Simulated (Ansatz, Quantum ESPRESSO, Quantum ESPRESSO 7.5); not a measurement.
# Evanescent states of TlCl, caesium chloride type, lattice constant set to 3.851 Å

How good a tunnel barrier is TlCl, caesium chloride type, lattice constant set to 3.851 Å?

Main program and level: Quantum ESPRESSO 7.5; plane-wave DFT, LDA, GBRV ultrasoft pseudopotentials (cross-check by Ansatz 0.2.0 with PAW datasets).

Most raw output is cut from this account.

The structure was built from a prototype and need not be the compound's stable phase.

## (1) Starting point

It takes space group Pm-3m (No. 221, cubic). Conventional cell: a = 3.851 Å, b = 3.851 Å, c = 3.851 Å, α = 90.00°, β = 90.00°, γ = 90.00°. Nearest to Tl lie 8 Cl at 3.34 Å. Nearest to Cl lie 8 Tl at 3.34 Å. Farther neighbours and most contacts between anions are not listed.

Structure file:

```cif
data_structure
_symmetry_space_group_name_H-M 'Pm-3m'
_symmetry_Int_Tables_number 221
_cell_length_a 3.8510
_cell_length_b 3.8510
_cell_length_c 3.8510
_cell_angle_alpha 90.000
_cell_angle_beta 90.000
_cell_angle_gamma 90.000
_cell_volume 57.11
loop_
_atom_site_label
_atom_site_type_symbol
_atom_site_symmetry_multiplicity
_atom_site_Wyckoff_symbol
_atom_site_fract_x
_atom_site_fract_y
_atom_site_fract_z
_atom_site_occupancy
Tl1 Tl 1 a 0.00000 0.00000 0.00000 1
Cl1 Cl 1 b 0.50000 0.50000 0.50000 1
```

## (2) Self-consistent run

pwcond needs a cell whose third axis lies along the current and stands perpendicular to the other two.

Input file scf.in:

```
&control
  prefix = 'scf'
  outdir = './out'
  pseudo_dir = './pseudo'
  calculation = 'scf'
  tprnfor = .true.
/
&system
  ibrav = 0
  nat = 2
  ntyp = 2
  ecutwfc = 40
  ecutrho = 200
  occupations = 'fixed'
  nbnd = 14
/
&electrons
  conv_thr = 1e-09
  mixing_beta = 0.6
  electron_maxstep = 120
/
ATOMIC_SPECIES
  Tl  204.3800  tl_lda_v1.2.uspp.F.UPF
  Cl  35.4500  cl_lda_v1.4.uspp.F.UPF
CELL_PARAMETERS angstrom
  3.85100000000000 0.00000000000000 0.00000000000000
  0.00000000000000 3.85100000000000 0.00000000000000
  0.00000000000000 0.00000000000000 3.85100000000000
ATOMIC_POSITIONS crystal
  Tl  0.000000000000 0.000000000000 0.000000000000
  Cl  0.500000000000 0.500000000000 0.500000000000
K_POINTS automatic
  6 6 6 0 0 0
```

Started as:

```console
$ OMP_NUM_THREADS=1 mpirun -n 2 pw.x -nk 2 -in scf.in > scf.out
```

It took 3.5 s on 2 MPI ranks of AMD EPYC 9R45, shared host; peak memory 0.18 GiB.

Read from the output:

```
free energy                          : -2425.6111 eV
valence top, on the run's zero       : 4.855 eV
conduction bottom, on the run's zero : 6.752 eV
gap by band count                    : 1.896 eV
```

The run needed 9 iterations to bring the estimated error under 1e-09 Ry.

## (3) Complex band structure

ikind = 0 solves one period of the crystal for all kz, real and complex, at each energy and k across. ewind and epsproj trim the two-dimensional plane-wave basis; nz1 sets the subslabs.

Input file cbs.in:

```
&inputcond
  outdir = './out'
  prefixl = 'scf'
  band_file = 'cbs'
  ikind = 0
  ewind = 4.0
  epsproj = 1e-05
  nz1 = 7
  energy0 = 7.44
  denergy = -0.24
/
4
  0.00000000 0.00000000 1.00000000
  0.50000000 0.00000000 1.00000000
  0.50000000 0.50000000 1.00000000
  0.25000000 0.00000000 1.00000000
40
```

Started as:

```console
$ OMP_NUM_THREADS=1 mpirun -n 2 pwcond.x -in cbs.in > cbs.out
```

Wall time 39 s (2 MPI ranks); peak memory 0.16 GiB.

This step gave:

```
peak of the smallest κ at the zone centre : 0.155 Å⁻¹
energy of the peak at the zone centre     : 0.72 eV
peak of the smallest κ at (1/2, 0)        : 0.232 Å⁻¹
peak of the smallest κ at (1/2, 1/2)      : 0.31 Å⁻¹
peak of the smallest κ at (1/4, 0)        : 0.453 Å⁻¹
```

K across = (0, 0) in the cell's reciprocal vectors; values within 0.0025 1/Å of each other count once, columns are sorted by size at each energy, a dash where no further value was kept. Im kz of the slowest decaying states against energy, zero at the highest filled level of the SCF mesh:

```csv
energy (eV),decay 1 (Å⁻¹),decay 2 (Å⁻¹),decay 3 (Å⁻¹)
-1.92,0.49,0.501,1.39
-1.44,0.577,1.41,1.51
-0.96,0.15,0.604,1.43
-0.48,0.451,0.619,1.44
-0.24,0.512,0.624,1.44
0.00,0.014,0.555,0.627
0.24,0.114,0.587,0.63
0.72,0.155,0.629,0.632
1.20,0.145,0.63,0.652
1.68,0.092,0.625,0.662
2.16,0.618,0.661,1.31
2.64,0.607,0.652,1.28
2.88,0.601,0.645,1.27
3.36,0.587,0.623,1.24
3.84,0.571,0.594,1.21
4.32,0.551,0.556,1.17
4.80,0.506,0.529,1.09
5.28,0.439,0.504,0.99
5.76,0.345,0.475,0.882
6.00,0.276,0.46,0.824
6.48,0.426,0.695,1
6.96,0.388,0.537,0.954
7.44,0.299,0.347,0.904
```

K across = (0, 0) in the cell's reciprocal vectors. Re kz of states that move upwards against energy, zero at the highest filled level of the SCF mesh:

```csv
energy (eV),channel 1 (Å⁻¹),channel 2 (Å⁻¹),channel 3 (Å⁻¹)
-1.92,-,-,-
-1.44,0.0542,0.0561,0.0561
-0.96,0.424,-,-
-0.48,0.597,-,-
-0.24,0.677,-,-
0.00,-,-,-
0.24,-,-,-
0.72,-,-,-
1.20,-,-,-
1.68,-,-,-
2.16,-0.706,-,-
2.64,-0.619,-,-
2.88,-0.583,-,-
3.36,-0.518,-,-
3.84,-0.458,-,-
4.32,-0.401,-,-
4.80,-0.346,-,-
5.28,-0.292,-,-
5.76,-0.238,-,-
6.00,-0.210,-,-
6.48,-0.662,-0.662,-0.154
6.96,-0.420,-0.420,-0.0944
7.44,-0.194,-0.194,-0.0279
```

K across = (1/2, 0) in the cell's reciprocal vectors; values within 0.0025 1/Å of each other count once, columns are sorted by size at each energy, a dash where no further value was kept. Im kz of the slowest decaying states against energy, zero at the highest filled level of the SCF mesh:

```csv
energy (eV),decay 1 (Å⁻¹),decay 2 (Å⁻¹),decay 3 (Å⁻¹)
-1.92,1.14,1.21,1.29
-1.44,1.03,1.11,1.11
-0.96,0.06,1.08,1.09
-0.48,0.183,0.922,1.05
-0.24,0.208,0.994,1.03
0.00,0.011,0.223,1.02
0.24,0.192,0.23,1.00
0.72,0.227,0.332,0.966
1.20,0.196,0.433,0.929
1.68,0.121,0.526,0.891
2.16,0.632,0.853,0.883
2.64,0.803,0.814,0.839
2.88,0.795,0.816,0.994
3.36,0.757,0.765,0.903
3.84,0.637,0.708,0.718
4.32,0.387,0.644,0.68
4.80,0.072,0.57,0.642
5.28,0.187,0.481,0.603
5.76,0.232,0.365,0.562
6.00,0.244,0.287,0.541
6.48,0.088,0.252,0.495
6.96,0.188,0.241,0.443
7.44,0.209,0.23,0.381
```

K across = (1/2, 1/2) in the cell's reciprocal vectors; values within 0.0025 1/Å of each other count once, columns are sorted by size at each energy, a dash where no further value was kept. Table of Im kz of the slowest decaying states by energy, zero at the highest filled level of the SCF mesh:

```csv
energy (eV),decay 1 (Å⁻¹),decay 2 (Å⁻¹),decay 3 (Å⁻¹)
-1.92,0.054,0.208,1.62
-1.68,0.211,0.248,1.61
-1.44,0.274,1.60,1.62
-1.20,0.292,0.317,1.59
-0.96,0.01,0.303,0.345
-0.72,0.223,0.309,0.363
-0.48,0.3,0.311,0.374
-0.24,0.31,0.351,0.38
0.00,0.307,0.381,0.388
0.24,0.3,0.377,0.417
0.72,0.278,0.358,0.458
0.96,0.263,0.342,0.473
1.20,0.245,0.322,0.484
1.44,0.223,0.295,0.494
1.68,0.196,0.262,0.5
1.92,0.161,0.218,0.505
2.16,0.114,0.155,0.509
2.40,0.511,1.42,1.57
2.64,0.511,1.41,1.56
2.88,0.51,1.39,1.56
3.12,0.508,1.38,1.55
3.36,0.505,1.37,1.54
3.60,0.5,1.35,1.54
3.84,0.495,1.34,1.53
4.08,0.488,1.32,1.52
4.32,0.481,1.31,1.51
4.56,0.472,1.29,1.51
4.80,0.082,0.462,1.28
5.28,0.222,0.439,1.25
5.52,0.26,0.425,1.23
5.76,0.289,0.411,1.21
6.00,0.313,0.394,1.20
6.24,0.333,0.376,1.18
6.48,0.349,0.356,1.16
6.72,0.333,0.362,1.14
6.96,0.308,0.373,1.12
7.20,0.279,0.382,1.10
7.44,0.246,0.389,1.08
```

K across = (1/4, 0) in the cell's reciprocal vectors; values within 0.0025 1/Å of each other count once, columns are sorted by size at each energy, a dash where no further value was kept. The Im kz of the slowest decaying states by energy, zero at the highest filled level of the SCF mesh:

```csv
energy (eV),decay 1 (Å⁻¹),decay 2 (Å⁻¹),decay 3 (Å⁻¹)
-1.92,0.154,0.688,1.09
-1.44,0.164,0.433,1.05
-0.96,0.142,0.997,1.28
-0.48,0.567,0.94,1.29
-0.24,0.184,0.641,0.909
0.00,0.264,0.692,0.877
0.24,0.318,0.73,0.843
0.72,0.392,0.774,0.782
1.20,0.435,0.711,0.811
1.68,0.453,0.657,0.827
2.16,0.448,0.612,0.833
2.64,0.419,0.569,0.83
2.88,0.393,0.547,0.826
3.36,0.486,0.492,0.813
3.84,0.408,0.527,0.794
4.32,0.172,0.527,0.769
4.80,0.267,0.493,0.738
5.28,0.086,0.256,0.699
5.76,0.493,0.649,0.654
6.00,0.523,0.617,0.676
6.48,0.537,0.543,0.55
6.96,0.172,0.352,0.489
7.44,0.088,0.423,0.428
```

The program's own clock; routines nest. Time by routine:

```csv
routine,wall time (s),calls
PWCOND,37.96,1
scatter_forw,21.67,160
compbs,15.26,160
compbs_2,14.53,160
init,0.56,1
local,0.45,4
poten,0.11,1
```

## (4) Complex band structure, with nz1 = 3

A sensitivity test on the input.

cbs.w.in, as its differences from the input of step 3:

```diff
@@ -3,3 +3,3 @@
   prefixl = 'scf'
-  band_file = 'cbs'
+  band_file = 'cbs.w'
   ikind = 0
@@ -7,3 +7,3 @@
   epsproj = 1e-05
-  nz1 = 7
+  nz1 = 3
   energy0 = 7.44
```

Started as:

```console
$ OMP_NUM_THREADS=1 mpirun -n 2 pwcond.x -in cbs.w.in > cbs.w.out
```

The job ended after 35 s (2 MPI ranks; peak memory 0.16 GiB; 69 s of CPU time).

The changed values were drawn from a wide range, not chosen for quality; the comparison shows what they did here together.

Beside the run it was changed from:

```csv
quantity,this run,unchanged run,difference
peak of the smallest κ at the zone centre (Å⁻¹),0.155,0.155,0
"peak of the smallest κ at (1/2, 0) (Å⁻¹)",0.232,0.232,0
"peak of the smallest κ at (1/2, 1/2) (Å⁻¹)",0.311,0.31,0.0010
wall time (s),35,39,
```

The physical values in this table move by up to 0.32 %.

## (5) Complex bands with pwcond.x, with nenergy = 0

One more run, with a changed input.

cbs.bad.in, as its differences from the input of step 3:

```diff
@@ -3,3 +3,3 @@
   prefixl = 'scf'
-  band_file = 'cbs'
+  band_file = 'cbs.bad'
   ikind = 0
@@ -16,2 +16,2 @@
   0.25000000 0.00000000 1.00000000
-40
+0
```

Started as:

```console
$ OMP_NUM_THREADS=1 mpirun -n 2 pwcond.x -in cbs.bad.in > cbs.bad.out
```

The job ended after 1.7 s (2 MPI ranks; peak memory 0.09 GiB; 3 s of CPU time).

The run finished, but its numbers are not taken as the system's. The fault: no energies.

## (6) Cross-check with Ansatz

As a check, the same structure is run in Ansatz.

Level of this step: plane-wave DFT, LDA, Ansatz PAW (Ansatz 0.2.0).

Input file input.yaml:

```yaml
crystal:
  lattice:
    - [3.851, 0.0, 0.0]
    - [0.0, 3.851, 0.0]
    - [0.0, 0.0, 3.851]
  atoms:
    - { symbol: Tl, position: [0.0, 0.0, 0.0] }
    - { symbol: Cl, position: [0.5, 0.5, 0.5] }
kpoints:
  mp_grid: { grid: [6, 6, 6] }
hamiltonian:
  xc: lda
scf:
  occupations: { method: fixed }
  convergence: { dr2_threshold: 1.0e-09 }
output:
  transmission:
    leads: [[0, 0]]
    kpoints: [[0, 0], [0.5, 0], [0.5, 0.5], [0.25, 0]]
    e_range: [-1.92, 7.44]
    de: 0.24
```

Started as:

```console
$ ansatz run input.yaml --threads 2 --pin off --max-ram 4096MiB --backend cpu --events-out ev --progress --plain --runs-dir out
```

Run time: 7.4 s. Hardware: 2 threads; peak memory 0.43 GiB.

Numbers from this step:

```
free energy                               : -12192.3727 eV
gap by band count                         : 1.895 eV
symmetry operations                       : 48
slowest decay at mid-gap                  : 0.1542 Å⁻¹
peak of the smallest κ at the zone centre : 0.1542 Å⁻¹
energy of the peak at the zone centre     : 0.96 eV
peak of the smallest κ at (1/2, 0)        : 0.2316 Å⁻¹
peak of the smallest κ at (1/2, 1/2)      : 0.3099 Å⁻¹
peak of the smallest κ at (1/4, 0)        : 0.4524 Å⁻¹
valence top, on the run's zero            : 4.694 eV
```

K across = (0, 0) in the cell's reciprocal vectors; values within 0.0025 1/Å of each other count once, columns are sorted by size at each energy, a dash where no further value was kept. Im kz of the slowest decaying states against energy, zero at the highest filled level of the SCF mesh:

```csv
energy (eV),decay 1 (Å⁻¹),decay 2 (Å⁻¹),decay 3 (Å⁻¹)
-1.92,0.489,0.499,1.40
-1.68,0.311,0.367,0.550
-1.44,0.576,1.42,-
-1.20,0.592,1.42,1.50
-0.96,0.162,0.603,1.43
-0.72,0.361,0.612,1.44
-0.48,0.454,0.618,1.44
-0.24,0.514,0.623,1.44
0.00,0.00169,0.557,0.627
0.24,0.113,0.589,0.629
0.72,0.154,0.631,1.39
0.96,0.154,0.630,0.644
1.20,0.145,0.629,0.653
1.44,0.125,0.627,0.659
1.68,0.0909,0.624,0.663
1.92,0.621,0.663,1.33
2.16,0.617,0.662,1.31
2.40,0.612,0.658,1.30
2.64,0.607,0.653,1.28
2.88,0.601,0.645,1.27
3.12,0.594,0.635,1.25
3.36,0.586,0.624,1.24
3.60,0.578,0.610,1.22
3.84,0.570,0.595,1.21
4.08,0.560,0.577,1.19
4.32,0.550,0.556,1.17
4.56,0.533,0.539,1.13
4.80,0.506,0.528,1.08
5.28,0.440,0.503,0.982
5.52,0.397,0.489,0.929
5.76,0.345,0.474,0.874
6.00,0.276,0.458,0.816
6.24,0.171,0.442,0.754
6.48,0.424,0.687,1.00
6.72,0.406,0.612,0.978
6.96,0.387,0.527,0.954
7.20,0.366,0.424,0.929
7.44,0.283,0.346,0.903
```

K across = (0, 0) in the cell's reciprocal vectors. Re kz of states that move upwards against energy, zero at the highest filled level of the SCF mesh:

```csv
energy (eV),channel 1 (Å⁻¹),channel 2 (Å⁻¹),channel 3 (Å⁻¹)
-1.92,-,-,-
-1.68,-,-,-
-1.20,0.306,0.453,0.453
-0.96,0.425,-,-
-0.72,0.516,-,-
-0.24,0.676,-,-
0.00,-,-,-
0.24,-,-,-
0.72,-,-,-
0.96,-,-,-
1.20,-,-,-
1.68,-,-,-
1.92,-0.783,-,-
2.16,-0.706,-,-
2.64,-0.619,-,-
2.88,-0.583,-,-
3.36,-0.517,-,-
3.60,-0.487,-,-
3.84,-0.457,-,-
4.32,-0.400,-,-
4.56,-0.373,-,-
4.80,-0.345,-,-
5.28,-0.291,-,-
5.52,-0.264,-,-
5.76,-0.237,-,-
6.24,-0.182,-,-
6.48,-0.663,-0.663,-0.154
6.72,-0.526,-0.526,-0.124
7.20,-0.318,-0.318,-0.0614
7.44,-0.196,-0.196,-0.0270
```

K across = (1/2, 0) in the cell's reciprocal vectors; values within 0.0025 1/Å of each other count once, columns are sorted by size at each energy, a dash where no further value was kept. Table of Im kz of the slowest decaying states by energy, zero at the highest filled level of the SCF mesh:

```csv
energy (eV),decay 1 (Å⁻¹),decay 2 (Å⁻¹),decay 3 (Å⁻¹)
-1.92,1.14,1.21,1.27
-1.68,1.12,1.13,1.16
-1.44,1.02,1.11,1.12
-1.20,0.788,1.10,1.11
-0.96,0.0628,0.130,1.08
-0.72,0.144,0.781,1.07
-0.48,0.184,0.917,1.05
-0.24,0.208,0.989,1.03
0.00,0.00172,0.223,1.02
0.24,0.192,0.230,1.00
0.72,0.227,0.332,0.966
0.96,0.215,0.384,0.948
1.20,0.196,0.433,0.930
1.44,0.167,0.479,0.911
1.68,0.120,0.526,0.892
1.92,0.577,0.873,0.905
2.16,0.634,0.854,0.884
2.40,0.705,0.834,0.863
2.64,0.813,0.840,1.03
2.88,0.795,0.817,1.01
3.12,0.776,0.792,0.989
3.36,0.757,0.766,0.941
3.60,0.737,0.810,1.05
3.84,0.646,0.709,0.718
4.08,0.514,0.678,0.699
4.32,0.388,0.645,0.680
4.56,0.242,0.609,0.661
4.80,0.0716,0.570,0.642
5.28,0.186,0.481,0.603
5.52,0.213,0.428,0.582
5.76,0.231,0.365,0.562
6.00,0.243,0.287,0.540
6.24,0.175,0.249,0.518
6.48,0.0876,0.251,0.494
6.72,0.151,0.248,0.469
6.96,0.187,0.240,0.442
7.20,0.212,0.227,0.413
7.44,0.207,0.229,0.380
```

K across = (1/2, 1/2) in the cell's reciprocal vectors; values within 0.0025 1/Å of each other count once, columns are sorted by size at each energy, a dash where no further value was kept. The Im kz of the slowest decaying states by energy, zero at the highest filled level of the SCF mesh:

```csv
energy (eV),decay 1 (Å⁻¹),decay 2 (Å⁻¹),decay 3 (Å⁻¹)
-1.92,0.0664,0.205,-
-1.68,0.214,0.246,-
-1.44,0.273,0.279,-
-1.20,0.291,0.319,-
-0.96,0.0263,0.302,0.346
-0.72,0.223,0.308,0.364
-0.48,0.300,0.311,0.375
-0.24,0.310,0.351,0.381
0.00,0.306,0.381,0.388
0.24,0.299,0.378,0.417
0.72,0.278,0.359,0.458
0.96,0.263,0.343,0.472
1.20,0.245,0.322,0.484
1.44,0.222,0.296,0.493
1.68,0.195,0.262,0.500
1.92,0.161,0.218,0.505
2.16,0.113,0.155,0.508
2.40,0.510,1.42,-
2.64,0.510,1.41,-
2.88,0.509,1.39,-
3.12,0.507,1.38,-
3.36,0.504,1.37,-
3.60,0.500,1.35,-
3.84,0.494,1.34,-
4.08,0.487,1.33,-
4.32,0.480,1.31,-
4.56,0.471,1.29,-
4.80,0.0825,0.461,1.28
5.28,0.222,0.438,1.25
5.52,0.260,0.424,1.23
5.76,0.289,0.409,1.21
6.00,0.313,0.393,1.20
6.24,0.332,0.374,1.18
6.48,0.349,0.354,1.16
6.72,0.332,0.362,1.14
6.96,0.306,0.373,1.12
7.20,0.277,0.381,1.10
7.44,0.243,0.388,1.08
```

K across = (1/4, 0) in the cell's reciprocal vectors; values within 0.0025 1/Å of each other count once, columns are sorted by size at each energy, a dash where no further value was kept. Im kz of the slowest decaying states against energy, zero at the highest filled level of the SCF mesh:

```csv
energy (eV),decay 1 (Å⁻¹),decay 2 (Å⁻¹),decay 3 (Å⁻¹)
-1.92,0.156,0.687,1.09
-1.44,0.165,0.428,1.05
-0.96,0.161,0.996,1.29
-0.48,0.569,0.939,1.29
-0.24,0.185,0.642,0.908
0.00,0.264,0.693,0.876
0.24,0.318,0.731,0.842
0.72,0.392,0.773,0.782
1.20,0.435,0.709,0.811
1.68,0.452,0.656,0.827
2.16,0.447,0.611,0.832
2.64,0.418,0.568,0.829
2.88,0.392,0.546,0.825
3.36,0.484,0.491,0.812
3.84,0.406,0.526,0.793
4.32,0.173,0.526,0.768
4.80,0.267,0.491,0.737
5.28,0.260,0.698,0.737
5.76,0.492,0.648,0.653
6.00,0.522,0.616,0.676
6.48,0.536,0.543,0.549
6.96,0.174,0.351,0.487
7.44,0.0867,0.421,0.426
```

## (7) Worked from the printed numbers

T falls as exp(−2κd). With κ = 0.155 1/Å, 10 Å of barrier pass exp(−2 × 0.155 × 10) = 0.045 of that channel, interfaces aside.

## (8) What came out

* gap on the SCF mesh: 1.90 eV
* smallest κ at mid-gap among the four k points, at the zone centre: 0.155 Å⁻¹
* peak of the smallest κ in the stop band at the zone centre: 0.155 Å⁻¹
* peak of the smallest κ in the stop band at (1/2, 0): 0.232 Å⁻¹
* peak of the smallest κ in the stop band at (1/2, 1/2): 0.310 Å⁻¹
* peak of the smallest κ in the stop band at (1/4, 0): 0.453 Å⁻¹
* energy of the peak at the zone centre, over the highest filled level: 0.72 eV
* peak at the zone centre by Ansatz: 0.154 Å⁻¹

**Reading.** With a gap of 1.90 eV on the mesh, the smallest κ at mid-gap among the four k points, at the zone centre is 0.155 Å⁻¹ (LDA, GBRV ultrasoft). For a barrier with the Fermi level at mid-gap the slowest state found, at the zone centre, loses a factor of ten in probability every 7.4 Å or so. Stop bands away from the zone centre are mostly wider than the gap, so their peaks can lie above the conduction bottom. At the zone centre pwcond's peak is 0.155 and Ansatz's 0.154 1/Å, 1 % apart. A semilocal gap is too small, often by a third to a half and by more in narrow-gap crystals, so real barriers decay faster. Spin-orbit coupling is left out; depending on the atoms that carry the levels of interest, it can split and shift them by tenths of an eV to an eV or more.

[Logs are printed without paths, hosts, clocks, repeated set-up lines and the standing remarks that a program may print on its own settings, such as how far it seeks lower states.]

[Hosts, paths, dates, database ids (printed as entryN), source tags and the programs' standing remarks are cut or masked in the printed files.]

[Maps of the electrostatic potential energy from Ansatz leave out the sawtooth potential of an applied field or a dipole correction, so their vacuum need not be flat; planar profiles and work functions include it.]
